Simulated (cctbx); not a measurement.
# Accept or mend?

Cell a = 11.9350 Å, b = 3.6650 Å, c = 6.2340 Å, α = 90.00°, β = 105.77°, γ = 90.00°; space group C2/m (no. 12). The compound is Nd2B3Te2.

The data are simulated with cctbx, not measured: Mo Kα, λ = 0.71073 Å, to d = 0.8 Å, 70 % of the full sphere, strongest reflection 5000 counts, noise from counting, a 3 % proportional error and a noise floor of 2 counts (s.d.); no absorption.

An isotropic refinement with weights 1/σ² prints:

```text
Rint 0.032, 307 unique reflections to 0.80 A
cycle     R1     wR2    GooF  max shift (A)
   1  0.8165  0.9711  23.261   1.99987
  10  0.4193  0.7567  18.126   0.01065
final R1 0.3961 wR2 0.7347 GooF 17.598  parameters 10  data/parameter 30.7
atom        x        y        z      Ueq    occ   su(xyz)  su(Uiso or U11)
Nd1    0.38091  0.00000  0.10559   0.0001  1.000  0.00134  0.0048
Te1    0.16154  0.00000  0.46183   0.0197  1.000  0.00343  0.0058
B1    -0.08211  0.00000  0.67751   0.5317  1.000  1.16290  3.5875
B2     0.00000  0.00000  0.50000   0.0169  1.000  0.00000  0.0698
difference map: max 141.04 min -28.78 rms 9.23
Q1    0.1213  0.5000  0.8970    4  145.97  0.03 A from Nd1
Q2    0.0774  0.0000  0.3351    4   81.98  0.11 A from B1
Q3    0.1676  0.0000  0.4384    4   45.72  0.18 A from Te1
Q4    0.1212  0.0000  0.1866    4   22.32  1.07 A from B1
Q5    0.2573  0.0000  0.5688    4   21.93  1.16 A from Te1
Q6    0.1698  0.0000  0.6146    4   18.06  0.93 A from Te1
```

**Question.** Can this result stand? If not, what is the likely fault?

Mend it. The fault: start far from the minimum. Against the right model at the same level, R1 goes from 0.0186 to 0.3961 and GooF from 0.99 to 17.60, B1 takes U = 0.53 Å² and the top difference peak, 146.0 e/Å³, lies on Nd1. Least squares finds the nearest minimum, not the best. The fit had not settled when the cycles ran out.

The compound is Nd2B3Te2. The right model at the same level gives:

```text
Rint 0.032, 307 unique reflections to 0.80 A
cycle     R1     wR2    GooF  max shift (A)
   1  0.2188  0.4757  11.395   0.06286
   3  0.0186  0.0414   0.991   0.00000
final R1 0.0186 wR2 0.0414 GooF 0.991  parameters 10  data/parameter 30.7
atom        x        y        z      Ueq    occ   su(xyz)  su(Uiso or U11)
Nd1    0.39313  0.00000  0.17726   0.0089  1.000  0.00007  0.0002
Te1    0.15140  0.00000  0.38549   0.0131  1.000  0.00009  0.0002
B1     0.27918  0.00000  0.73810   0.0173  1.000  0.00175  0.0020
B2     0.00000  0.00000  0.50000   0.0221  1.000  0.00000  0.0031
difference map: max 0.87 min -1.22 rms 0.27
Q1    0.1162  0.3559  0.8305    8    0.91  0.54 A from Nd1
Q2    0.2165  0.2023  0.5321    8    0.82  1.27 A from Te1
Q3    0.0792  0.5000  0.4795    4    0.78  2.07 A from Nd1
Q4    0.2186  0.2616  0.0561    8    0.78  1.55 A from B1
Q5    0.1918  0.1862  0.1822    8    0.73  1.26 A from B1
Q6    0.1316  0.0000  0.7597    4    0.72  1.80 A from B1
```

The model was made for the exercise: a known structure type with other elements put in, its volume estimated, not relaxed; displacement parameters are assumed.

[Middle refinement cycles are left out of these outputs.]

[Logs are printed without paths, hosts, clocks, repeated set-up lines and the standing remarks that a program may print on its own settings, such as how far it seeks lower states.]
